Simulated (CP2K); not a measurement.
Two runs for the S L₂,₃ edge of thiazole. Run A: CP2K XAS_TDP, all-electron GAPW, PBEh(45%), aug-cc-pVDZ, TDA, ZORA, spin–orbit coupling. Run B differs in one setting.

First lines with a strength over 0.0003. A:

```csv
atom,energy (eV),states,"strength, one atom"
S3 (bonded to 2 C),164.26,1,0.0003
,164.52,1,0.0022
,164.83,1,0.0019
,165.36,2,0.0003
,165.59,2,0.0016
```

B:

```csv
atom,energy (eV),states,"strength, one atom"
S3 (bonded to 2 C),167.33,1,0.0003
,167.59,1,0.0021
,167.90,1,0.0019
,168.43,2,0.0003
,168.67,1,0.0016
```

Q: Which was it: the basis, the functional, GW2X switched on?

GW2X switched on. GW2X shifts the lines nearly together; each 2p level gets its own shift. The lowest line over the strength cut lies at 167.33 eV, against 164.26 eV (PBEh(45%), aug-cc-pVDZ).

[Banner, clock and machine lines of the logs are left out without a mark of their own.]

[Logs are printed without paths, hosts, clocks, repeated set-up lines and the standing remarks that a program may print on its own settings, such as how far it seeks lower states.]

[Hosts, paths, dates, database ids (printed as entryN), source tags and the programs' standing remarks are cut or masked in the printed files.]
